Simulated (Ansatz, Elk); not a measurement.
# Bonding as seen by X-rays: Li3FeSI2F

Structure refinements treat a crystal as free atoms side by side. For a made-up structure of Li3FeSI2F (cell and positions from a PBE relaxation) the runs below show what the calculated density changes in F(hkl).

Calculated with Elk 11.2.3 (patched build); DFT, PBE, all-electron APW+lo, Dirac cores, scalar-relativistic bands, static density, ferromagnetic start.

The structure was built from a prototype and need not be the compound's stable phase.

## 1. Starting point

It takes space group P4/mmm (No. 123, tetragonal). Conventional cell: a = 3.690 Å, b = 3.690 Å, c = 11.678 Å, α = 90.00°, β = 90.00°, γ = 90.00°. Nearest to I lie 5 Li at 2.72 to 2.75 Å and 1 Fe at 3.12 Å. Nearest to Fe lie 4 S at 2.61 Å and 2 I at 3.12 Å. Nearest to S lie 4 Fe at 2.61 Å. F has 2 Li at 1.86 Å nearest. Nearest to Li lie 1 F at 1.86 Å and 4 I at 2.75 Å. Li has 4 F at 2.61 Å and 2 I at 2.72 Å nearest. Farther neighbours and most contacts between anions are not listed.

## 2. Ground state and structure factors

An all-electron density is needed, since X-rays see the cores too. Task 0 finds the density and task 195 Fourier-transforms it; tshift is off so that phases refer to the origin typed.

The input, elk.in:

```
tasks
  0
  195
  196

xctype
  20

spinpol
  .true.

rgkmax
  7.0

gmaxvr
  14.0

lmaxo
  7

lmaxapw
  8

swidth
  0.002

tshift
  .false.

ramdisk
  .false.

hmaxvr
  5.5

maxscl
  120

epspot
  1e-06

reducebf
  0.8

sppath
  './'

avec
  6.97259767747 -0.00000000000 0.00000000000
  -0.00000000000 6.97259767747 0.00000000000
  0.00000000000 0.00000000000 22.06791504369

atoms
  5
  'I.in'
  2
  -0.0000000000 0.0000000000 0.7326869662   0.000000 0.000000 0.000000
  -0.0000000000 -0.0000000000 0.2673130338   0.000000 0.000000 0.000000
  'Fe.in'
  1
  -0.0000000000 -0.0000000000 -0.0000000000   0.000000 0.000000 -0.170000
  'S.in'
  1
  0.5000000000 0.5000000000 -0.0000000000   0.000000 0.000000 0.000000
  'F.in'
  1
  0.5000000000 0.5000000000 0.5000000000   0.000000 0.000000 0.000000
  'Li.in'
  3
  0.5000000000 0.5000000000 0.6588771332   0.000000 0.000000 0.000000
  -0.0000000000 -0.0000000000 0.5000000000   0.000000 0.000000 0.000000
  0.5000000000 0.5000000000 0.3411228668   0.000000 0.000000 0.000000

ngridk
  5 5 2
```

Started as:

```console
> OMP_NUM_THREADS=4 elk
```

Numbers of over 12 decimals in the logs are rounded to 6 here.

Output:

```text
┌─────────────────────────┐
│ Elk code version 11.2.3 │
└─────────────────────────┘

All units are atomic (Hartree, Bohr, etc.)

┌─────────────────────────────────────────────────┐
│ Ground-state run starting from atomic densities │
└─────────────────────────────────────────────────┘

Lattice vectors :
   6.972597677      -0.000000000       0.000000000
  -0.000000000       6.972597677       0.000000000
   0.000000000       0.000000000       22.06791504

Reciprocal lattice vectors :
  0.9011254625       0.000000000      -0.000000000
   0.000000000      0.9011254625      -0.000000000
  -0.000000000      -0.000000000      0.2847203868

Unit cell volume      :    1072.878438
Brillouin zone volume :   0.2312006698

Muffin-tin inner radius fraction :   0.1000000000E-01

Nuclei treated as point charges

Species : 1 (I)
 parameters loaded from : I.in
 name : iodine
 nuclear charge    :   -53.00000000
 electronic charge :    53.00000000
 atomic mass :    231332.6972
 muffin-tin radius :    2.600000000
 number of radial points in muffin-tin :   1193
 inner part over the whole radius :   0.9964907323E-02
 number on inner part of muffin-tin    :    851
 approximate nuclear radius :   0.9002358621E-04
 number of mesh points to nuclear radius :    431
 atomic positions (lattice), magnetic fields (Cartesian) :
  1 :   0.00000000  0.00000000 -0.26731303    0.00000000  0.00000000  0.00000000
  2 :   0.00000000  0.00000000  0.26731303    0.00000000  0.00000000  0.00000000

Species : 2 (Fe)
 parameters loaded from : Fe.in
 name : iron
 nuclear charge    :   -26.00000000
 electronic charge :    26.00000000
 atomic mass :    101799.2075
 muffin-tin radius :    2.400000000
 number of radial points in muffin-tin :    993
 inner part over the whole radius :   0.9896234358E-02
 number on inner part of muffin-tin    :    700
 approximate nuclear radius :   0.7160107270E-04
 number of mesh points to nuclear radius :    332
 atomic positions (lattice), magnetic fields (Cartesian) :
  1 :   0.00000000  0.00000000  0.00000000    0.00000000  0.00000000 -0.17000000

Species : 3 (S)
 parameters loaded from : S.in
 name : sulphur
 nuclear charge    :   -16.00000000
 electronic charge :    16.00000000
 atomic mass :    58450.91931
 muffin-tin radius :    2.200000000
 number of radial points in muffin-tin :    793
 inner part over the whole radius :   0.9890556315E-02
 number on inner part of muffin-tin    :    554
 approximate nuclear radius :   0.6195814986E-04
 number of mesh points to nuclear radius :    251
 atomic positions (lattice), magnetic fields (Cartesian) :
  1 :   0.50000000  0.50000000  0.00000000    0.00000000  0.00000000  0.00000000

Species : 4 (F)
 parameters loaded from : F.in
 name : fluorine
 nuclear charge    :   -9.000000000
 electronic charge :    9.000000000
 atomic mass :    34631.97045
 muffin-tin radius :    1.818993199
 number of radial points in muffin-tin :    593
 inner part over the whole radius :   0.9991848223E-02
 number on inner part of muffin-tin    :    409
 approximate nuclear radius :   0.5278478738E-04
 number of mesh points to nuclear radius :    176
 atomic positions (lattice), magnetic fields (Cartesian) :
  1 :   0.50000000  0.50000000  0.50000000    0.00000000  0.00000000  0.00000000

Species : 5 (Li)
 parameters loaded from : Li.in
 name : lithium
 nuclear charge    :   -3.000000000
 electronic charge :    3.000000000
 atomic mass :    12652.66898
 muffin-tin radius :    1.637093879
 number of radial points in muffin-tin :    593
 inner part over the whole radius :   0.9874016069E-02
 number on inner part of muffin-tin    :    400
 approximate nuclear radius :   0.4000070961E-04
 number of mesh points to nuclear radius :    149
 atomic positions (lattice), magnetic fields (Cartesian) :
  1 :   0.50000000  0.50000000 -0.34112287    0.00000000  0.00000000  0.00000000
  2 :   0.00000000  0.00000000  0.50000000    0.00000000  0.00000000  0.00000000
[...]
Coulomb potential           :     -26004.273477559
 nuclear-nuclear             :     -1398.9546073074
 electron-nuclear            :     -36170.862579266
 Hartree                     :      5093.8420016084
 Madelung                    :     -19473.838446186
 xc potential                :     -600.60457162931
 xc effective B-field        :    -0.215745
 external B-field            :      0.000000
 exchange                    :     -452.96901727329
 correlation                 :     -8.086055
 electron entropic           :    -0.11453204736323E-02
 total energy                :     -16032.824103972
 (external B-field energy excluded from total)

Density of states at Fermi energy :    88.48661736
 (states/Hartree/unit cell)

Estimated indirect band gap :   0.1556439887E-02
 from k-point 8 to k-point 9
Estimated direct band gap   :   0.5515086910E-02
 at k-point 8

Charges :
 core                        :    94.00000000
 valence                     :    72.00000000
 interstitial                :    9.984175801
 muffin-tins (core leakage)
  species : 1 (I)
[...]
species : 2 (Fe)
[...]
species : 3 (S)
[...]
species : 4 (F)
[...]
species : 5 (Li)
[...]
total in muffin-tins        :    156.0158242
 total calculated charge     :    165.9993109
 total charge                :    166.0000000
 error                       :   0.6891210812E-03

Moments :
 interstitial                :   0.1719339018
 muffin-tins
  species : 1 (I)
[...]
species : 2 (Fe)
[...]
species : 3 (S)
[...]
species : 4 (F)
[...]
species : 5 (Li)
[...]
total in muffin-tins        :    3.510074702
 total moment                :    3.682008604

RMS change in Kohn-Sham potential (target) :   0.7211625489E-06 (  0.1000000000E-05)
Absolute change in total energy (target)   :   0.1736019658E-04 (  0.1000000000E-03)

Convergence targets achieved

┌──────────────────┐
│ Loop number : 26 │
└──────────────────┘

Energies :
 Fermi                       :     0.166913
 sum of occupied eigenvalues :     -9700.8865056185
 electron kinetic            :      16904.207289868
 core electron kinetic       :      16323.195585185
 Coulomb                     :     -32475.975206746
 Coulomb potential           :     -26004.273447735
 nuclear-nuclear             :     -1398.9546073074
 electron-nuclear            :     -36170.862653057
 Hartree                     :      5093.8420536187
 Madelung                    :     -19473.838482878
 xc potential                :     -600.60460173208
 xc effective B-field        :    -0.215744
 external B-field            :      0.000000
 exchange                    :     -452.96901931473
 correlation                 :     -8.086055
 electron entropic           :    -0.11453204001482E-02
 total energy                :     -16032.824136260
 (external B-field energy excluded from total)

Density of states at Fermi energy :    88.48695956
 (states/Hartree/unit cell)

Estimated indirect band gap :   0.1556421685E-02
 from k-point 8 to k-point 9
Estimated direct band gap   :   0.5515179972E-02
 at k-point 8

Charges :
 core                        :    94.00000000
 valence                     :    72.00000000
 interstitial                :    9.984174351
 muffin-tins (core leakage)
  species : 1 (I)
[...]
species : 2 (Fe)
   atom 1                    :    24.53800196     ( -0.2258117604E-06)
  species : 3 (S)
   atom 1                    :    14.43325177     (  0.6887349536E-04)
  species : 4 (F)
   atom 1                    :    8.704198537     ( -0.2876156926E-06)
  species : 5 (Li)
   atom 1                    :    2.093723547     (   0.000000000    )
   atom 2                    :    2.041980587     (   0.000000000    )
   atom 3                    :    2.093723547     (   0.000000000    )
 total in muffin-tins        :    156.0158256
 total calculated charge     :    165.9993109
 total charge                :    166.0000000
 error                       :   0.6891213166E-03

Moments :
 interstitial                :   0.1719360878
 muffin-tins
  species : 1 (I)
[...]
species : 2 (Fe)
[...]
species : 3 (S)
[...]
species : 4 (F)
[...]
species : 5 (Li)
   atom 1                    :   0.5450939551E-04
   atom 2                    :   0.3125061018E-02
   atom 3                    :   0.5450939551E-04
 total in muffin-tins        :    3.510071436
 total moment                :    3.682007523

┌──────────────────────────────┐
│ Self-consistent loop stopped │
└──────────────────────────────┘

Warning : core states of species 1 leak from the muffin-tin :   0.2022928623E-03

Wrote STATE.OUT
```

Run time: 5.9 min. Hardware: 4 threads of Arm Neoverse V1, shared host; peak memory 0.65 GiB; 20 min of CPU time.

SFACRHO.OUT:

```text

h k l indices transformed by vhmat matrix:
   1.000000000       0.000000000       0.000000000    
   0.000000000       1.000000000       0.000000000    
   0.000000000       0.000000000       1.000000000    

      h      k      l  multipl.   |H|            Re(F)            Im(F)           |F|

      0      0      0      1   0.0000000       166.00000     -0.21855616E-16   166.00000    
      0      0     -1      2  0.28472039       15.120672     -0.62813725E-14   15.120672    
      0      0     -2      2  0.56944077      -49.880544     -0.12097458E-13   49.880544    
      0      0      3      2  0.85416116       60.758821      0.40421795E-14   60.758821    
      1      0      0      4  0.90112546       92.693637      0.30341170E-14   92.693637    
      1      0      1      8  0.94503587       7.1382387     -0.13260675E-13   7.1382387    
     -1      0     -2      8   1.0659690      -83.141980     -0.33268010E-13   83.141980    
      0      0      4      2   1.1388815       120.09045     -0.50948910E-13   120.09045    
      1      0     -3      8   1.2416193       38.637260      0.25358134E-13   38.637260    
      1     -1      0      4   1.2743839       129.97963     -0.91087479E-15   129.97963    
     -1      1      1      8   1.3058024       11.486624      0.55834422E-14   11.486624    
      1     -1      2      8   1.3958213      -43.841410      0.11632171E-13   43.841410    
      0      0     -5      2   1.4236019      -22.022791     -0.19076761E-13   22.022791    
      1      0      4      8   1.4522666       80.844077     -0.22566412E-13   80.844077    
     -1     -1     -3      8   1.5341595       50.552106      0.78517156E-15   50.552106    
     -1      0      5      8   1.6848352      -26.874685     -0.10468954E-13   26.874685    
      0      0      6      2   1.7083223      -23.556891      0.26172385E-13   23.556891    
     -1     -1     -4      8   1.7091242       103.72484      0.57695570E-13   103.72484
```

Elk indexes on the primitive cell of elk.in and gives |H| = 4π sin θ/λ in inverse bohr. Below, one row stands for each form hkl of the conventional cell (m members, Friedel mates merged), F is for one primitive cell and the density is static (no thermal factor). Free-atom factors are Waasmaier and Kirfel's, and R is Σm||F|−|F'||/Σm|F|.

| hkl | m | sin θ/λ (Å⁻¹) | abs F, DFT | neutral atoms | diff. |
| --- | --- | --- | --- | --- | --- |
| 001 | 2 | 0.043 | 15.121 | 15.118 | +0.002 |
| 002 | 2 | 0.086 | 49.880 | 50.048 | -0.167 |
| 003 | 2 | 0.128 | 60.759 | 60.231 | +0.528 |
| 100 | 4 | 0.136 | 92.694 | 92.980 | -0.286 |
| 101 | 8 | 0.142 | 7.138 | 7.086 | +0.052 |
| 102 | 8 | 0.160 | 83.142 | 82.660 | +0.482 |
| 004 | 2 | 0.171 | 120.091 | 119.841 | +0.250 |
| 103 | 8 | 0.187 | 38.637 | 38.383 | +0.254 |
| 110 | 4 | 0.192 | 129.980 | 129.581 | +0.399 |
| 111 | 8 | 0.196 | 11.487 | 11.718 | -0.231 |
| 112 | 8 | 0.210 | 43.841 | 44.061 | -0.220 |
| 005 | 2 | 0.214 | 22.023 | 21.701 | +0.322 |
| 104 | 8 | 0.218 | 80.844 | 81.024 | -0.180 |
| 113 | 8 | 0.231 | 50.552 | 50.737 | -0.185 |
| 105 | 8 | 0.253 | 26.875 | 27.051 | -0.176 |
| 006 | 2 | 0.257 | 23.557 | 23.523 | +0.034 |
| 114 | 8 | 0.257 | 103.725 | 103.750 | -0.025 |
| 200 | 4 | 0.271 | 113.594 | 113.779 | -0.185 |

## 3. The magnetisation density

The same run holds the spin density, and task 196 transforms it. The order is that of the start, and no other was tried.

SFACMAG_1.OUT:

```text

h k l indices transformed by vhmat matrix:
   1.000000000       0.000000000       0.000000000    
   0.000000000       1.000000000       0.000000000    
   0.000000000       0.000000000       1.000000000    

      h      k      l  multipl.   |H|            Re(F)            Im(F)           |F|

      0      0      0      1   0.0000000       3.6820077     -0.65781484E-17   3.6820077    
      0      0     -1      2  0.28472039       3.4836973     -0.55313871E-16   3.4836973    
      0      0     -2      2  0.56944077       3.2766568     -0.40873941E-16   3.2766568    
      0      0      3      2  0.85416116       2.9515219     -0.19073382E-16   2.9515219    
      1      0      0      4  0.90112546       2.7356424      0.59927067E-17   2.7356424    
      1      0      1      8  0.94503587       2.6442366      0.71139134E-17   2.6442366    
     -1      0     -2      8   1.0659690       2.5282807     -0.40053147E-16   2.5282807    
      0      0      4      2   1.1388815       2.5505893     -0.13317288E-16   2.5505893    
      1      0     -3      8   1.2416193       2.3566415      0.29666155E-16   2.3566415    
      1     -1      0      4   1.2743839       2.5227555     -0.45850653E-17   2.5227555    
     -1      1      1      8   1.3058024       2.4360717      0.11770882E-16   2.4360717    
      1     -1      2      8   1.3958213       2.2868477      0.17039064E-16   2.2868477    
      0      0     -5      2   1.4236019       2.1787020      0.11724290E-16   2.1787020    
      1      0      4      8   1.4522666       2.1074774      0.27640961E-16   2.1074774    
     -1     -1     -3      8   1.5341595       2.0684388     -0.83386140E-17   2.0684388    
     -1      0      5      8   1.6848352       1.8658748     -0.37603413E-16   1.8658748
```

The total moment is 3.68 μB a cell; sphere moments: I1 +0.02, I2 +0.02, Fe3 +3.33, S4 +0.14, F5 0.00, Li6 0.00, Li7 0.00, Li8 0.00 μB. Polarised neutrons measure spin and orbital magnetisation together; without spin-orbit coupling the run gives the spin part. With nearly all of the moment on one atom, abs F_M/F_M(0) is close to a form factor, set here beside ⟨j0⟩ of the free Fe2+ ion (formal charge):

```csv
hkl,sin θ/λ (Å⁻¹),abs F_M (μB),F_M/F_M(0),⟨j0⟩
001,0.043,3.484,0.946,0.982
002,0.086,3.277,0.890,0.929
003,0.128,2.951,0.802,0.849
100,0.136,2.736,0.743,0.834
101,0.142,2.644,0.718,0.820
102,0.160,2.528,0.687,0.778
004,0.171,2.551,0.693,0.752
103,0.187,2.357,0.640,0.715
110,0.192,2.523,0.685,0.704
111,0.196,2.436,0.662,0.692
112,0.210,2.287,0.621,0.659
005,0.214,2.179,0.592,0.649
104,0.218,2.107,0.572,0.638
113,0.231,2.068,0.562,0.609
```

## 4. The highest occupied states alone

An energy window below the Fermi level keeps the highest occupied states, to see at which angles they scatter; shallow core shells can lie inside it and anion s states outside. No new self-consistency is needed.

Edit elk.in of step 2 so:

```diff
@@ -1,5 +1,3 @@
 tasks
-  0
   195
-  196
 
@@ -44,2 +42,5 @@
 
+wsfac
+  -0.384330 0.466910
+
 sppath
```

Started as:

```console
> OMP_NUM_THREADS=4 elk
```

Output:

```text
┌─────────────────────────────────┐
│ Elk code version 11.2.3 started │
└─────────────────────────────────┘

Info(readinput): the functional depends on the density's gradient
 muffin-tin radial points multiplied by    2.00000
 (not where nrmtscf is given)

┌────────────────────┐
│ Current task : 195 │
└────────────────────┘
Info(checkmt): changed muffin-tin radius of species 4 (F) from   2.0000 to   1.8190
Info(checkmt): changed muffin-tin radius of species 5 (Li) from   1.8000 to   1.6371

Info(sfacrho): density structure factors written to SFACRHO.OUT

 Energy window :  -0.3843300000      0.4669100000

┌──────────────────┐
│ Elk code stopped │
└──────────────────┘
```

It took 29 s on 4 threads; peak memory 0.35 GiB; 35 s of CPU time.

States within 15 eV below the Fermi level hold 36.00 electrons; any levels below the window count with the cores. Their amplitudes can exceed the total, where window and core parts have opposite phase:

```
hkl  sin θ/λ (Å⁻¹)  abs F, window  abs F, all
001          0.043          5.289      15.121
002          0.086          6.447      49.880
003          0.128          7.497      60.759
100          0.136          3.405      92.694
101          0.142          5.539       7.138
102          0.160          6.209      83.142
004          0.171         13.948     120.091
103          0.187          6.845      38.637
110          0.192         12.127     129.980
111          0.196          1.974      11.487
```

(Continued in part 2 of 2.)

[Logs are printed without paths, hosts, clocks, repeated set-up lines and the standing remarks that a program may print on its own settings, such as how far it seeks lower states.]

[Hosts, paths, dates, database ids (printed as entryN), source tags and the programs' standing remarks are cut or masked in the printed files.]
